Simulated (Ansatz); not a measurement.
# La on Pt(100): change of the work function

Wanted: Δφ(θ) for La/Pt(100), starting from the hollow site.

Method: plane-wave DFT, PBE, Ansatz PAW, in Ansatz 0.2.0.

This is a report of a sequence of runs, with the program logs left out and the cost of each run kept.

## (1) The structure

The cell holds 4 atoms: 4 Pt. Cell: a = 2.772 Å, b = 2.772 Å, c = 23.880 Å, α = 90.0°, β = 90.0°, γ = 90.0°. Vacuum lies along c.

## (2) The clean slab

The bare slab comes first, as the zero from which every change is counted. The two lowest layers are held at bulk places and the upper ones relax. The dipole correction removes the false field that a one-sided slab makes across the periodic vacuum, so each face gets a flat vacuum level of its own.

Contents of input.yaml:

```yaml
crystal:
  lattice:
    - [2.7718585823, 0.0, 0.0]
    - [0.0, 2.7718585823, 0.0]
    - [0.0, 0.0, 23.88]
  atoms:
    - { symbol: Pt, position: [0.5, 0.5, 0.3768844221] }
    - { symbol: Pt, position: [0.0, 0.0, 0.458961474] }
    - { symbol: Pt, position: [0.5, 0.5, 0.541038526] }
    - { symbol: Pt, position: [0.0, 0.0, 0.6231155779] }
kpoints:
  mp_grid: { grid: [12, 12, 1] }
hamiltonian:
  xc: pbe
scf:
  occupations: { method: fermi_dirac, width: 0.1 }
  convergence: { dr2_threshold: 1.0e-08 }
efield:
  axis: 3
  dipole_correction: true
  ramp_position: 0.97
  ramp_width: 0.06
relax:
  f_tol: 0.02
  max_steps: 60
  constraints: [{ sites: [0, 1] }]
output:
  write_potential: true
  write_density: true
  volumetric_format: npy
```

The run is started by

```
ansatz run input.yaml --threads 4 --pin off --max-ram 16384MiB --backend cpu --events-out ev --progress --plain --runs-dir out
```

Elapsed: 26 s, on 4 threads of Arm Neoverse V1, shared host; peak memory 0.53 GiB; 1.7 min of CPU time.

Relaxation path:

| step | energy less that of the first step (eV) | largest force component (eV/Å) |
| --- | --- | --- |
| 1 | 0.0000 | 0.2113 |
| 2 | 0.0000 | 0.1645 |
| 3 | -0.0077 | 0.0265 |
| 4 | -0.0078 | 0.0008 |

The run keeps the 8 symmetry operations that the program found, so distortions that break them were not tested.

The atoms that moved most (Å):

| atom | dx | dy | dz | length |
| --- | --- | --- | --- | --- |
| Pt4 | 0.000 | 0.000 | 0.058 | 0.058 |
| Pt3 | 0.000 | 0.000 | 0.045 | 0.045 |

Numbers from this step:

| Quantity | Value |
| --- | --- |
| energy at zero smearing | -50090.3311 eV |
| work function, upper face | 5.655 eV |
| dipole along the normal | -1.31e-4 e·Å |

Running mean over 1.96 Å of the planar mean; the ramp of the sawtooth is left out. The electron's electrostatic potential energy less the Fermi level by z:

| z (Å) | electron's electrostatic potential energy less the Fermi level (eV) |
| --- | --- |
| 3 | 5.65 |
| 4 | 5.65 |
| 5 | 5.65 |
| 6 | 5.61 |
| 7 | 4.96 |
| 8 | -3.03 |
| 9 | -11.3 |
| 10 | -12.0 |
| 11 | -12.1 |
| 12 | -11.7 |
| 13 | -12.1 |
| 14 | -11.8 |
| 15 | -11.1 |
| 16 | -2.23 |
| 17 | 5.07 |
| 18 | 5.62 |
| 19 | 5.65 |
| 20 | 5.66 |

The relaxation took 4 steps and lowered the energy by 0.0078 eV; the largest force on the free atoms ends at 8.2e-4 eV/Å.

The work function of the upper face is 5.66 eV.

## (3) Adsorbate added, k-mesh 4×4×1, coverage 0.111 ML

System of this step: La/Pt(100). The cell holds 37 atoms: 36 Pt and 1 La. Its edges and angles: a = 8.316 Å, b = 8.316 Å, c = 26.878 Å, α = 90.0°, β = 90.0°, γ = 90.0°. Vacuum lies along c.

The clean slab as it ended is repeated in the plane and the adsorbate is set on one face; the cell's size fixes the coverage, and the k-mesh shrinks with it to keep the sampling density about even. Adsorbate and upper layers relax, since the dipole depends on the height.

Contents of input.yaml:

```yaml
crystal:
  lattice:
    - [8.3155757469, 0.0, 0.0]
    - [0.0, 8.3155757469, 0.0]
    - [0.0, 0.0, 26.877844561]
  atoms:
    - { symbol: Pt, position: [0.1666666667, 0.1666666667, 0.3348482792] }
    - { symbol: Pt, position: [0.0, 0.0, 0.4077707933] }
    - { symbol: Pt, position: [0.1666666667, 0.1666666667, 0.4823697164] }
    - { symbol: Pt, position: [0.0, 0.0, 0.5557921078] }
    - { symbol: Pt, position: [0.1666666667, 0.5, 0.3348482792] }
    - { symbol: Pt, position: [0.0, 0.3333333333, 0.4077707933] }
    - { symbol: Pt, position: [0.1666666667, 0.5, 0.4823697164] }
    - { symbol: Pt, position: [0.0, 0.3333333333, 0.5557921078] }
[... 25 atom lines left out ...]
    - { symbol: Pt, position: [0.6666666667, 0.6666666667, 0.4077707933] }
    - { symbol: Pt, position: [0.8333333333, 0.8333333333, 0.4823697164] }
    - { symbol: Pt, position: [0.6666666667, 0.6666666667, 0.5557921078] }
    - { symbol: La, position: [0.1666666667, 0.1666666667, 0.6651517208] }
kpoints:
  mp_grid: { grid: [4, 4, 1] }
hamiltonian:
  xc: pbe
scf:
  occupations: { method: fermi_dirac, width: 0.1 }
  convergence: { dr2_threshold: 1.0e-08 }
efield:
  axis: 3
  dipole_correction: true
  ramp_position: 0.97
  ramp_width: 0.06
relax:
  f_tol: 0.02
  max_steps: 60
  constraints:
    - { sites: [0, 1, 4, 5, 8, 9, 12, 13, 16, 17, 20, 21, 24, 25, 28, 29, 32, 33] }
output:
  write_potential: true
  write_density: true
  volumetric_format: npy
```

Run time: 29 min. Hardware: 4 threads; peak memory 12 GiB.

Step by step:

| step | energy less that of the first step (eV) | largest force component (eV/Å) |
| --- | --- | --- |
| 1 | 0.0000 | 4.0446 |
| 2 | -0.9977 | 4.2263 |
| 3 | -1.9366 | 3.9034 |
| 4 | -2.6840 | 2.5773 |
| 5 | -3.0299 | 0.5435 |
| 6 | -3.0532 | 0.2125 |
| 7 | -3.0807 | 0.0367 |
| 8 | -3.0808 | 0.0032 |

The run keeps the 8 symmetry operations that the program found, so distortions that break them were not tested.

The atoms that moved most (Å):

| atom | dx | dy | dz | length |
| --- | --- | --- | --- | --- |
| La37 | 0.000 | 0.000 | -0.887 | 0.887 |
| Pt4 | -0.034 | -0.034 | 0.104 | 0.115 |
| Pt16 | 0.034 | -0.034 | 0.104 | 0.115 |
| Pt8 | -0.034 | 0.034 | 0.104 | 0.115 |
| Pt20 | 0.034 | 0.034 | 0.104 | 0.115 |
| Pt3 | 0.000 | 0.000 | 0.062 | 0.062 |
| Pt27 | 0.009 | 0.000 | 0.014 | 0.017 |
| Pt11 | 0.000 | 0.009 | 0.014 | 0.017 |

Final coordinates:

```xyz
37
Lattice="8.3156 0.0000 0.0000 0.0000 8.3156 0.0000 0.0000 0.0000 26.8778" Properties=species:S:1:pos:R:3
Pt    1.3859    1.3859    9.0000
Pt    0.0000    0.0000   10.9600
Pt    1.3859    1.3859   13.0273
Pt   -0.0336   -0.0336   15.0430
Pt    1.3859    4.1578    9.0000
Pt    0.0000    2.7719   10.9600
Pt    1.3859    4.1489   12.9793
Pt   -0.0336    2.8054   15.0430
Pt    1.3859    6.9296    9.0000
Pt    0.0000    5.5437   10.9600
Pt    1.3859    6.9386   12.9793
Pt   -0.0070    5.5437   14.9449
Pt    4.1578    1.3859    9.0000
Pt    2.7719    0.0000   10.9600
Pt    4.1489    1.3859   12.9793
Pt    2.8054   -0.0336   15.0430
Pt    4.1578    4.1578    9.0000
Pt    2.7719    2.7719   10.9600
Pt    4.1585    4.1585   12.9543
Pt    2.8054    2.8054   15.0430
Pt    4.1578    6.9296    9.0000
Pt    2.7719    5.5437   10.9600
Pt    4.1585    6.9289   12.9543
Pt    2.7789    5.5437   14.9449
Pt    6.9296    1.3859    9.0000
Pt    5.5437    0.0000   10.9600
Pt    6.9386    1.3859   12.9793
Pt    5.5437   -0.0070   14.9449
Pt    6.9296    4.1578    9.0000
Pt    5.5437    2.7719   10.9600
Pt    6.9289    4.1585   12.9543
Pt    5.5437    2.7789   14.9449
Pt    6.9296    6.9296    9.0000
Pt    5.5437    5.5437   10.9600
Pt    6.9289    6.9289   12.9543
Pt    5.5437    5.5437   14.9424
La    1.3859    1.3859   16.9911
```

This step gave:

* energy at zero smearing: -457067.0337 eV
* work function, upper face: 3.116 eV
* work function, lower face: 5.670 eV
* dipole along the normal: 0.9760 e·Å
* step between the vacuum levels: -2.554 eV

Running mean over 1.96 Å of the planar mean; the ramp of the sawtooth is left out. Electron's electrostatic potential energy less the Fermi level against z:

z (Å), electron's electrostatic potential energy less the Fermi level (eV) and a bar from the least value:
```
      3.5        5.7 ##############################
      4.0        5.7 ##############################
      4.5        5.7 ##############################
      5.0        5.7 ##############################
      5.5        5.7 ##############################
      6.0        5.6 ##############################
      6.5        5.5 ##############################
      7.0        5.0 #############################
      7.5        2.6 #########################
      8.0       -3.0 ###############
      8.5       -8.8 ######
      9.0      -11.3 #
      9.5      -11.8 
     10.0      -12.0 
     10.5      -12.1 
     11.0      -12.1 
     11.5      -11.8 #
     12.0      -11.6 #
     12.5      -11.8 #
     13.0      -12.0 
     13.5      -11.6 #
     14.0      -11.3 #
     14.5      -11.4 #
     15.0      -11.3 #
     15.5       -9.2 #####
     16.0       -4.3 #############
     16.5        0.3 #####################
     17.0        1.8 #######################
     17.5        2.1 ########################
     18.0        2.4 ########################
     18.5        2.8 #########################
     19.0        3.0 ##########################
     19.5        3.1 ##########################
     20.0        3.1 ##########################
     20.5        3.1 ##########################
     21.0        3.1 ##########################
     21.5        3.1 ##########################
     22.0        3.1 ##########################
     22.5        3.1 ##########################
     23.0        3.1 ##########################
     23.5        3.1 ##########################
```

The relaxation took 8 steps and lowered the energy by 3.1 eV; the largest force on the free atoms ends at 0.0032 eV/Å.

The covered face has 3.12 eV, -2.54 eV against the clean one; the bare back face has moved by +0.02 eV, a measure of how thin the slab is.

## (4) The covered slab, k-mesh 6×6×1, coverage 0.25 ML

System of this step: La/Pt(100). The cell holds 17 atoms: 16 Pt and 1 La. Cell: a = 5.544 Å, b = 5.544 Å, c = 26.878 Å, α = 90.0°, β = 90.0°, γ = 90.0°. Vacuum lies along c.

Another coverage, to see how the dipoles act on each other as their distance changes.

Contents of input.yaml:

```yaml
crystal:
  lattice:
    - [5.5437171646, 0.0, 0.0]
    - [0.0, 5.5437171646, 0.0]
    - [0.0, 0.0, 26.877844561]
  atoms:
    - { symbol: Pt, position: [0.25, 0.25, 0.3348482792] }
    - { symbol: Pt, position: [0.0, 0.0, 0.4077707933] }
    - { symbol: Pt, position: [0.25, 0.25, 0.4823697164] }
    - { symbol: Pt, position: [0.0, 0.0, 0.5557921078] }
    - { symbol: Pt, position: [0.25, 0.75, 0.3348482792] }
    - { symbol: Pt, position: [0.0, 0.5, 0.4077707933] }
    - { symbol: Pt, position: [0.25, 0.75, 0.4823697164] }
    - { symbol: Pt, position: [0.0, 0.5, 0.5557921078] }
    - { symbol: Pt, position: [0.75, 0.25, 0.3348482792] }
    - { symbol: Pt, position: [0.5, 0.0, 0.4077707933] }
    - { symbol: Pt, position: [0.75, 0.25, 0.4823697164] }
    - { symbol: Pt, position: [0.5, 0.0, 0.5557921078] }
    - { symbol: Pt, position: [0.75, 0.75, 0.3348482792] }
    - { symbol: Pt, position: [0.5, 0.5, 0.4077707933] }
    - { symbol: Pt, position: [0.75, 0.75, 0.4823697164] }
    - { symbol: Pt, position: [0.5, 0.5, 0.5557921078] }
    - { symbol: La, position: [0.25, 0.25, 0.6651517208] }
kpoints:
  mp_grid: { grid: [6, 6, 1] }
hamiltonian:
  xc: pbe
scf:
  occupations: { method: fermi_dirac, width: 0.1 }
  convergence: { dr2_threshold: 1.0e-08 }
efield:
  axis: 3
  dipole_correction: true
  ramp_position: 0.97
  ramp_width: 0.06
relax:
  f_tol: 0.02
  max_steps: 60
  constraints: [{ sites: [0, 1, 4, 5, 8, 9, 12, 13] }]
output:
  dos: { projected: true, e_range: [-8, 4] }
  write_potential: true
  write_density: true
  volumetric_format: npy
  elf: true
```

Elapsed: 7.7 min, on 4 threads; peak memory 3.7 GiB; 30 min of CPU time.

Step by step:

| step | energy less that of the first step (eV) | largest force component (eV/Å) |
| --- | --- | --- |
| 1 | 0.0000 | 3.4884 |
| 2 | -0.9091 | 3.7781 |
| 3 | -1.7684 | 3.5794 |
| 4 | -2.4779 | 2.4537 |
| 5 | -2.8188 | 0.5589 |
| 6 | -2.8405 | 0.3203 |
| 7 | -2.8675 | 0.0798 |
| 8 | -2.8693 | 0.0066 |

Forces are held to the 8 operations that the program found; a distortion that breaks them can't arise in this run.

The atoms that moved most (Å):

| atom | dx | dy | dz | length |
| --- | --- | --- | --- | --- |
| La17 | 0.000 | 0.000 | -0.893 | 0.893 |
| Pt4 | -0.029 | -0.029 | 0.108 | 0.115 |
| Pt12 | 0.029 | -0.029 | 0.108 | 0.115 |
| Pt8 | -0.029 | 0.029 | 0.108 | 0.115 |
| Pt16 | 0.029 | 0.029 | 0.108 | 0.115 |
| Pt3 | 0.000 | 0.000 | 0.049 | 0.049 |
| Pt15 | 0.000 | 0.000 | -0.029 | 0.029 |
| Pt11 | 0.000 | 0.000 | 0.020 | 0.020 |

The relaxed structure:

```cif
data_structure
_symmetry_space_group_name_H-M 'P 1'
_symmetry_Int_Tables_number 1
_cell_length_a 5.5437
_cell_length_b 5.5437
_cell_length_c 26.8778
_cell_angle_alpha 90.000
_cell_angle_beta 90.000
_cell_angle_gamma 90.000
_cell_volume 826.03
loop_
_atom_site_label
_atom_site_type_symbol
_atom_site_fract_x
_atom_site_fract_y
_atom_site_fract_z
_atom_site_occupancy
Pt1 Pt 0.25000 0.25000 0.33485 1
Pt2 Pt 0.00000 0.00000 0.40777 1
Pt3 Pt 0.25000 0.25000 0.48421 1
Pt4 Pt 0.99471 0.99471 0.55979 1
Pt5 Pt 0.25000 0.75000 0.33485 1
Pt6 Pt 0.00000 0.50000 0.40777 1
Pt7 Pt 0.25000 0.75000 0.48310 1
Pt8 Pt 0.99471 0.50529 0.55979 1
Pt9 Pt 0.75000 0.25000 0.33485 1
Pt10 Pt 0.50000 0.00000 0.40777 1
Pt11 Pt 0.75000 0.25000 0.48310 1
Pt12 Pt 0.50529 0.99471 0.55979 1
Pt13 Pt 0.75000 0.75000 0.33485 1
Pt14 Pt 0.50000 0.50000 0.40777 1
Pt15 Pt 0.75000 0.75000 0.48128 1
Pt16 Pt 0.50529 0.50529 0.55979 1
La17 La 0.25000 0.25000 0.63191 1
```

This step gave:

* energy at zero smearing: -206614.9848 eV
* work function, upper face: 1.933 eV
* work function, lower face: 5.664 eV
* dipole along the normal: 0.6337 e·Å
* step between the vacuum levels: -3.731 eV

Running mean over 1.96 Å of the planar mean; the ramp of the sawtooth is left out. Table of electron's electrostatic potential energy less the Fermi level by z:

| z (Å) | electron's electrostatic potential energy less the Fermi level (eV) |
| --- | --- |
| 3.5 | 5.66 |
| 4.0 | 5.66 |
| 4.5 | 5.66 |
| 5.0 | 5.66 |
| 5.5 | 5.65 |
| 6.0 | 5.62 |
| 6.5 | 5.49 |
| 7.0 | 4.97 |
| 7.5 | 2.59 |
| 8.0 | -3.03 |
| 8.5 | -8.79 |
| 9.0 | -11.3 |
| 9.5 | -11.8 |
| 10.0 | -12.0 |
| 10.5 | -12.1 |
| 11.0 | -12.1 |
| 11.5 | -11.7 |
| 12.0 | -11.4 |
| 12.5 | -11.7 |
| 13.0 | -11.9 |
| 13.5 | -11.3 |
| 14.0 | -10.8 |
| 14.5 | -11.1 |
| 15.0 | -11.6 |
| 15.5 | -10.5 |
| 16.0 | -6.70 |
| 16.5 | -2.89 |
| 17.0 | -1.63 |
| 17.5 | -1.21 |
| 18.0 | -0.296 |
| 18.5 | 0.806 |
| 19.0 | 1.50 |
| 19.5 | 1.75 |
| 20.0 | 1.85 |
| 20.5 | 1.89 |
| 21.0 | 1.91 |
| 21.5 | 1.92 |
| 22.0 | 1.93 |
| 22.5 | 1.93 |
| 23.0 | 1.93 |
| 23.5 | 1.93 |

The density of states has structure finer than the step of the table below, so its rows give means over 0.25 eV. Peaks (eV: height): -4.570: 49.2, -3.310: 40.9, -3.190: 58.4, -3.100: 52.1, -3.010: 53.8, -2.830: 51.2, -2.080: 41.2.

Density of states against energy, zero at the Fermi level; means over each step:

| energy (eV) | density of states (states/eV a cell) |
| --- | --- |
| -7.75 | 1.25 |
| -7.50 | 2.30 |
| -7.25 | 3.37 |
| -7.00 | 3.50 |
| -6.75 | 5.47 |
| -6.50 | 10.7 |
| -6.25 | 9.48 |
| -6.00 | 17.6 |
| -5.75 | 21.6 |
| -5.50 | 24.1 |
| -5.25 | 20.5 |
| -5.00 | 16.6 |
| -4.75 | 16.7 |
| -4.50 | 22.4 |
| -4.25 | 21.4 |
| -4.00 | 27.4 |
| -3.75 | 21.9 |
| -3.50 | 24.0 |
| -3.25 | 39.9 |
| -3.00 | 35.6 |
| -2.75 | 19.4 |
| -2.50 | 23.5 |
| -2.25 | 32.3 |
| -2.00 | 30.9 |
| -1.75 | 22.5 |
| -1.50 | 27.7 |
| -1.25 | 30.1 |
| -1.00 | 27.8 |
| -0.75 | 29.8 |
| -0.50 | 24.7 |
| -0.25 | 23.8 |
| 0.00 | 27.6 |
| 0.25 | 15.6 |
| 0.50 | 9.62 |
| 0.75 | 9.19 |
| 1.00 | 8.22 |
| 1.25 | 6.18 |
| 1.50 | 9.02 |
| 1.75 | 13.2 |

Projected DOS per atom over height of the atomic layer and energy from the Fermi level. Layers: Pt4 Pt4 Pt4 Pt4 La from below.

Ten even steps from '0' (0.0 states/eV) to '9' (8.5 states/eV), each cell a mean:
```
00009
00002
00001
00000
22110
21110
21110
21221
21121
21120
11120
22220
11110
11120
11110
11110
12110
01100
01000
00000
00000
00000
```
Columns: height of the atomic layer (Å) from 9 to 17.0; rows upwards: energy from the Fermi level (eV) from -7.96 to 1.95.

Electrostatic potential energy in the ca plane at fractional y = 0.250, with atoms of Pt and La within 0.2 Å of it. With pseudopotentials it is smooth inside the atoms' cores, unlike the true potential.

Ten even steps from '0' (-68 eV) to '9' (9 eV), each cell a mean:
```
99889999999998899999999999999999999999999999
96446899999964468999999999999999999999999999
73002799999730026999999999999999999999999999
72001699999720005999999999999999999999999999
73002799999730027999999999999999999999999999
97446899999974468999999999999999999999999999
99889999999998899999999999999999999999999999
99999999999999999999999988899999999999999999
98768999999987679999998765689999999999999999
85113799999852137999997433468999999999999999
72001699999720005999986356358999999999999999
72001699999720015999986356358999999999999999
85214799999852137999997533468999999999999999
98768999999987689999998766689999999999999999
99999999999999999999999988899999999999999999
```
Columns run along c (16.0 Å, from fractional 0.30 to 0.89 of the cell; values clipped at the 3rd and 97th percentile), rows up along a (5.5 Å). Atoms in or near the plane, at fractional coordinates: Pt at (0.33, 0.25), Pt at (0.48, 0.25), Pt at (0.33, 0.75), Pt at (0.48, 0.75), La at (0.63, 0.25).

Valence density in the ca plane at fractional y = 0.250, with atoms of Pt and La within 0.2 Å of it. It is the smooth field of the valence electrons, not physical close to the nuclei.

Values in units of 1e0 e/Å³, 8 rows by 16 columns, each cell a mean:
```
0.7 1.2 0.3 0.3 0.8 1.2 0.3 0.2 0.1 0.0 0.0 0.0 0.0 0.0 0.0 0.0
4.1 6.7 0.4 0.2 4.1 6.7 0.4 0.1 0.1 0.0 0.0 0.0 0.0 0.0 0.0 0.0
3.0 5.0 0.3 0.2 3.0 5.0 0.3 0.1 0.1 0.0 0.0 0.0 0.0 0.0 0.0 0.0
0.4 0.6 0.3 0.3 0.4 0.6 0.3 0.3 0.1 0.1 0.0 0.0 0.0 0.0 0.0 0.0
0.7 1.2 0.3 0.3 0.7 1.2 0.3 0.3 0.6 0.8 0.1 0.0 0.0 0.0 0.0 0.0
4.1 6.7 0.4 0.2 3.8 6.9 0.4 0.2 1.2 1.5 0.3 0.0 0.0 0.0 0.0 0.0
3.0 5.0 0.3 0.2 2.8 5.2 0.3 0.2 1.1 1.5 0.3 0.0 0.0 0.0 0.0 0.0
0.4 0.6 0.3 0.3 0.4 0.6 0.3 0.3 0.4 0.4 0.1 0.0 0.0 0.0 0.0 0.0
```
Columns run along c (16.0 Å, from fractional 0.30 to 0.89 of the cell), rows up along a (5.5 Å). Atoms in or near the plane, at fractional coordinates: Pt at (0.33, 0.25), Pt at (0.48, 0.25), Pt at (0.33, 0.75), Pt at (0.48, 0.75), La at (0.63, 0.25).

ELF in the ca plane at fractional y = 0.250, with atoms of Pt and La within 0.2 Å of it. It is the smooth field of the valence electrons, not physical close to the nuclei.

Ten even steps from '0' (0.00) to '9' (0.81), each cell a mean:
```
33332223332223332223333200000000000000000000
34554322222345643222222210000000000000000000
46787432122367874222111110000000000000000000
57887531112478885321111110000000000000000000
46787432122367874222221110000000000000000000
34554322222345543222222210000000000000000000
33332223332223332223333210000000000000000000
33332223333233332223332224431101100000000000
33443222222234432223333589984211111000000000
45776422222357764222225887996311111000000000
57887532112478875321116831697311111100000000
57887532112478875321116831697311111100000000
35776422222356763222225888996311111000000000
33443222222234432223333589984211111000000000
33332223333233332223332224431101100000000000
```
Columns run along c (16.0 Å, from fractional 0.30 to 0.89 of the cell), rows up along a (5.5 Å). Atoms in or near the plane, at fractional coordinates: Pt at (0.33, 0.25), Pt at (0.48, 0.25), Pt at (0.33, 0.75), Pt at (0.48, 0.75), La at (0.63, 0.25).

The relaxation took 8 steps and lowered the energy by 2.9 eV; the largest force on the free atoms ends at 0.0066 eV/Å.

By hand: a sheet of dipoles makes a step −p/(ε₀A) in the electron's potential. With e/ε₀ = 180.95 V·Å, p = 0.6337 e·Å and A = 30.73 Å², that is −180.95 × (0.6337) / 30.73 = -3.731 eV, and the two vacuum levels of the run differ by -3.731 eV.

The covered face has 1.93 eV, -3.72 eV against the clean one; the bare back face has moved by +0.01 eV, a measure of how thin the slab is.

## (5) Work function against coverage

This step: plane-wave DFT, PBE, Ansatz PAW; work function against coverage (Ansatz 0.2.0).

The runs are now put side by side.

This step gave:

- work function of the clean face: 5.655 eV
- largest change of the work function: -3.722 eV

Table of work function of the covered face by coverage:

| coverage (adsorbates/nm²) | work function of the covered face (eV) |
| --- | --- |
| 0.00 | 5.66 |
| 1.45 | 3.12 |
| 3.25 | 1.93 |

The dipole per adsorbate comes from the change of the cell's dipole. Coverage, by row:

| coverage (1/nm²) | coverage (ML) | work function (eV) | change (eV) | dipole per adsorbate, positive end outwards (debye) | mean height of the added atoms over the highest substrate atom (Å) |
| --- | --- | --- | --- | --- | --- |
| 1.446 | 0.1111 | 3.116 | -2.539 | 4.694 | 1.948 |
| 3.254 | 0.25 | 1.933 | -3.722 | 3.047 | 1.938 |

## (6) Outcome

| Property | Result |
| --- | --- |
| work function of the clean face | 5.66 eV |
| work function at 0.11 ML | 3.12 eV |
| work function at 0.25 ML | 1.93 eV |
| dipole per adsorbate at 0.11 ML, positive end outwards | 4.69 D |

What this shows: La lowers the work function of Pt(100) at the lowest coverage, by 2.54 eV: the adsorbate layer has its positive end outwards. The slab has 4 layers, at the tabulated experimental lattice constant, one starting site was run, and quantum-size effects of a slab this thin can reach one or two tenths of an eV. The main runs have no spin polarisation; a magnetic state could lie lower and would change these results.

[Long decimals in the printed logs are rounded to 6 places.]

[Logs are printed without paths, hosts, clocks, repeated set-up lines and the standing remarks that a program may print on its own settings, such as how far it seeks lower states.]

[Hosts, paths, dates, database ids (printed as entryN), source tags and the programs' standing remarks are cut or masked in the printed files.]

[Maps of the electrostatic potential energy from Ansatz leave out the sawtooth potential of an applied field or a dipole correction, so their vacuum need not be flat; planar profiles and work functions include it.]
